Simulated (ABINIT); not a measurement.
# GaP (F-43m): G0W0 in ABINIT against the exchange cutoff, part 2 of 2

Wanted: the cheapest exchange cutoff that holds the gap of GaP (F-43m).

ABINIT 10.8.3; PBE and many-body steps on it, plane waves. Known limits of the many-body steps: not at the basis limit; exchange with frozen shells missing; no spin-orbit coupling; coarse k mesh.

So far. Step 2 (Screening, 4×4×4 mesh, 32 bands, screening to 106.1 eV): Local fields lower ε∞ by 8 %. On a Γ-centred mesh this coarse the value itself is usually too large, while a short band sum pulls it down.

## Step 5: 14.4 Ha

Level of this step: G0W0 on PBE, plane waves, norm-conserving pseudopotentials (ABINIT).

The self-energy is evaluated for the states that the input lists, and the levels follow from it, in one-shot runs by the linearised quasiparticle equation.

run.abi reads:

```
acell 3*1.0 Angstrom
rprim 
  0.000000000000 2.725250000000 2.725250000000
  2.725250000000 0.000000000000 2.725250000000
  2.725250000000 2.725250000000 0.000000000000
ntypat 2
znucl 31 15
natom 2
typat 1 2
xred 
  0.000000000000 0.000000000000 0.000000000000
  0.250000000000 0.250000000000 0.250000000000
pp_dirpath "pseudos"
pseudos "Ga.upf, P.upf"
ecut 36
ngkpt 4 4 4
nshiftk 1
shiftk 0 0 0
kptopt 1
chksymbreak 0
istwfk *1
occopt 1
irdwfk 1
optdriver 4
nband 32
gwcalctyp 0
ecutsigx 14.4
symsigma 1
nkptgw 2
kptgw 
  0.0000000000 0.0000000000 0.0000000000
  0.5000000000 0.5000000000 0.0000000000
bdgw 
  7 13
  8 11
ecuteps 3.9
irdscr 1
ppmodel 1
indata_prefix "in"
outdata_prefix "out"
tmpdata_prefix "tmp"
```

On the command line:

```console
$ OMP_NUM_THREADS=1 mpirun -n 4 abinit run.abi > log
```

The program printed:

```text
.Version 10.8.3 of ABINIT. v10.8.2 released Aug 2026.

 Symmetries : space group F-4 3 m (#216); Bravais cF (face-center cubic)
[... echo of the input left out ...]
== DATASET  1 ==================================================================
-   mpi_nproc: 4, omp_nthreads: 1 (-1 if OMP is not activated)

--- !DatasetInfo
iteration_state: {dtset: 1, }
dimensions: {natom: 2, nkpt: 8, mband: 32, nsppol: 1, nspinor: 1, nspden: 1, mpw: 2832, }
cutoff_energies: {ecut:  36.0, pawecutdg:  -1.0, }
[...]
Band     E0 <VxcDFT>   SigX SigC(E0)      Z dSigC/dE  Sig(E)    E-E0       E
[...]
10   6.010  -9.355  -5.440  -3.403   0.808  -0.238  -8.941   0.413   6.423
       11   6.179 -10.511  -6.337  -3.449   0.802  -0.247  -9.929   0.581   6.761

== END DATASET(S) ==============================================================
================================================================================

 -outvars: echo values of variables after computation  --------
           etotal      0.0000000000E+00
            nband          32
             nkpt           8
          spgroup         216
 [... the other variables as echoed above ...]

 Calculation completed.
```

Wall time 3.2 s (4 MPI ranks of Arm Neoverse V1, shared host); peak memory 0.39 GiB; 13 s of CPU time.

This step gave:

```yaml
g0w0_gap_on_the_points_computed: 1.977 eV
starting_gap_on_the_mesh: 1.653 eV
k_of_the_valence_top: 0, 0, 0
k_of_the_conduction_bottom: 0.5, 0.5, 0
least_direct_g0w0_gap_on_the_computed_points: 2.326 eV
```

The gap on the mesh goes from 1.65 eV to 1.98 eV, a correction of +0.32 eV.

## Step 6: 25.2 Ha

run.abi, as its differences from that of step 5:

```diff
@@ -26,3 +26,3 @@
 gwcalctyp 0
-ecutsigx 14.4
+ecutsigx 25.2
 symsigma 1
```

The program printed:

```text
.Version 10.8.3 of ABINIT. v10.8.2 released Aug 2026.

 Symmetries : space group F-4 3 m (#216); Bravais cF (face-center cubic)
[... echo of the input left out ...]
== DATASET  1 ==================================================================
-   mpi_nproc: 4, omp_nthreads: 1 (-1 if OMP is not activated)

--- !DatasetInfo
iteration_state: {dtset: 1, }
dimensions: {natom: 2, nkpt: 8, mband: 32, nsppol: 1, nspinor: 1, nspden: 1, mpw: 2832, }
cutoff_energies: {ecut:  36.0, pawecutdg:  -1.0, }
[...]
Band     E0 <VxcDFT>   SigX SigC(E0)      Z dSigC/dE  Sig(E)    E-E0       E
[...]
10   6.010  -9.355  -5.486  -3.403   0.808  -0.238  -8.979   0.376   6.385
       11   6.179 -10.511  -6.376  -3.449   0.802  -0.247  -9.961   0.550   6.729

== END DATASET(S) ==============================================================
================================================================================

 -outvars: echo values of variables after computation  --------
           etotal      0.0000000000E+00
            nband          32
             nkpt           8
          spgroup         216
 [... the other variables as echoed above ...]

 Calculation completed.
```

It took 3.4 s on 4 MPI ranks; peak memory 0.38 GiB; 13 s of CPU time.

Numbers from this step:

- G0W0 gap on the points computed: 1.985 eV
- starting gap on the mesh: 1.653 eV
- k of the valence top: 0, 0, 0
- k of the conduction bottom: 0.5, 0.5, 0
- least direct G0W0 gap on the computed points: 2.369 eV

Against the run before, the gap moves by +0.008 eV.

## Step 7: 36 Ha

run.abi, as its differences from that of step 6:

```diff
@@ -26,3 +26,3 @@
 gwcalctyp 0
-ecutsigx 25.2
+ecutsigx 36
 symsigma 1
```

The program printed:

```text
.Version 10.8.3 of ABINIT. v10.8.2 released Aug 2026.

 Symmetries : space group F-4 3 m (#216); Bravais cF (face-center cubic)
[... echo of the input left out ...]
== DATASET  1 ==================================================================
-   mpi_nproc: 4, omp_nthreads: 1 (-1 if OMP is not activated)

--- !DatasetInfo
iteration_state: {dtset: 1, }
dimensions: {natom: 2, nkpt: 8, mband: 32, nsppol: 1, nspinor: 1, nspden: 1, mpw: 2832, }
cutoff_energies: {ecut:  36.0, pawecutdg:  -1.0, }
[...]
Band     E0 <VxcDFT>   SigX SigC(E0)      Z dSigC/dE  Sig(E)    E-E0       E
[...]
10   6.010  -9.355  -5.501  -3.403   0.808  -0.238  -8.991   0.364   6.374
       11   6.179 -10.511  -6.390  -3.449   0.802  -0.247  -9.972   0.539   6.718

== END DATASET(S) ==============================================================
================================================================================

 -outvars: echo values of variables after computation  --------
           etotal      0.0000000000E+00
            nband          32
             nkpt           8
          spgroup         216
 [... the other variables as echoed above ...]

 Calculation completed.
```

It took 3.5 s on 4 MPI ranks; peak memory 0.49 GiB; 14 s of CPU time.

This step gave:

* G0W0 gap on the points computed: 1.989 eV
* starting gap on the mesh: 1.653 eV
* k of the valence top: 0, 0, 0
* k of the conduction bottom: 0.5, 0.5, 0
* least direct G0W0 gap on the computed points: 2.384 eV

Against the run before, the gap moves by +0.004 eV.

## Step 8: The runs together

Times are wall times on 4 MPI ranks of Arm Neoverse V1, shared host, good to a factor of about two. A run's time includes the screening step that it read.

```csv
run,mesh,bands,screening cutoff (eV),DFT gap (eV),gap on the mesh (eV),direct (eV),ε∞ used,time
3.6 Ha,4×4×4,32,106.1,1.653,1.923,2.629,17.95,8.1 s
7.2 Ha,4×4×4,32,106.1,1.653,1.970,2.350,17.95,8.3 s
14.4 Ha,4×4×4,32,106.1,1.653,1.977,2.326,17.95,8.3 s
25.2 Ha,4×4×4,32,106.1,1.653,1.985,2.369,17.95,8.5 s
36 Ha,4×4×4,32,106.1,1.653,1.989,2.384,17.95,8.6 s
```

## Step 9: Summary of results

| Item | Value |
| --- | --- |
| 3.6 Ha | 1.923 eV |
| 7.2 Ha | 1.970 eV |
| 14.4 Ha | 1.977 eV |
| 25.2 Ha | 1.985 eV |
| 36 Ha | 1.989 eV |
| known limits | not at the basis limit; exchange with frozen shells missing; no spin-orbit coupling; coarse k mesh |

What this shows: The setting moved: exchange cutoff. From 3.6 Ha to 36 Ha the gap moves by +0.07 eV. It holds to 0.03 eV from 7.2 Ha on. Bands and screening cutoff are coupled, so a series along one setting does not show full convergence. Below the screening cutoff the correlation part is cut too. Bands and cutoff are finite, so the gap is not at the basis limit. The miss can reach some tenths of an eV and take either sign; the mesh is an error of its own. In the first G0W0 run levels were corrected at 2 k points alone, so a gap called «on the mesh» is the least over those, and an edge elsewhere would be missed. The 4×4×4 mesh is coarse for this cell, which bears on the long-range parts of exchange and screening. The norm-conserving file of at least one element keeps a d shell over frozen s and p shells of the same row. Exchange with those shells is missing from the self-energy, an error of 0.3 to 0.9 eV in cases checked, whose sign depends on which edge lies on those atoms. The many-body steps are scalar-relativistic: spin-orbit coupling is not in them.

[Paths, hosts, dates, memory and timing lines, banners, echoed tables and standing remarks are left out of the program output.]

[Logs are printed without paths, hosts, clocks, repeated set-up lines and the standing remarks that a program may print on its own settings, such as how far it seeks lower states.]

[Runs of the session that timed out or met a known fault of the program may be left out.]

[No measured gap is set beside runs whose start may be inverted or whose files or cutoffs have a known fault.]

[Hosts, paths, dates, database ids (printed as entryN), source tags and the programs' standing remarks are cut or masked in the printed files.]

[G0W0 gaps are taken among the corrected bands and points alone; a level outside them can change the order at an edge.]

[Where Ansatz stands beside ABINIT at settings called matched, ABINIT's density can come from a denser mesh and the files from another edition; pairs whose starting gaps differed by over 0.03 eV were left out, so agreement reads better than it is.]
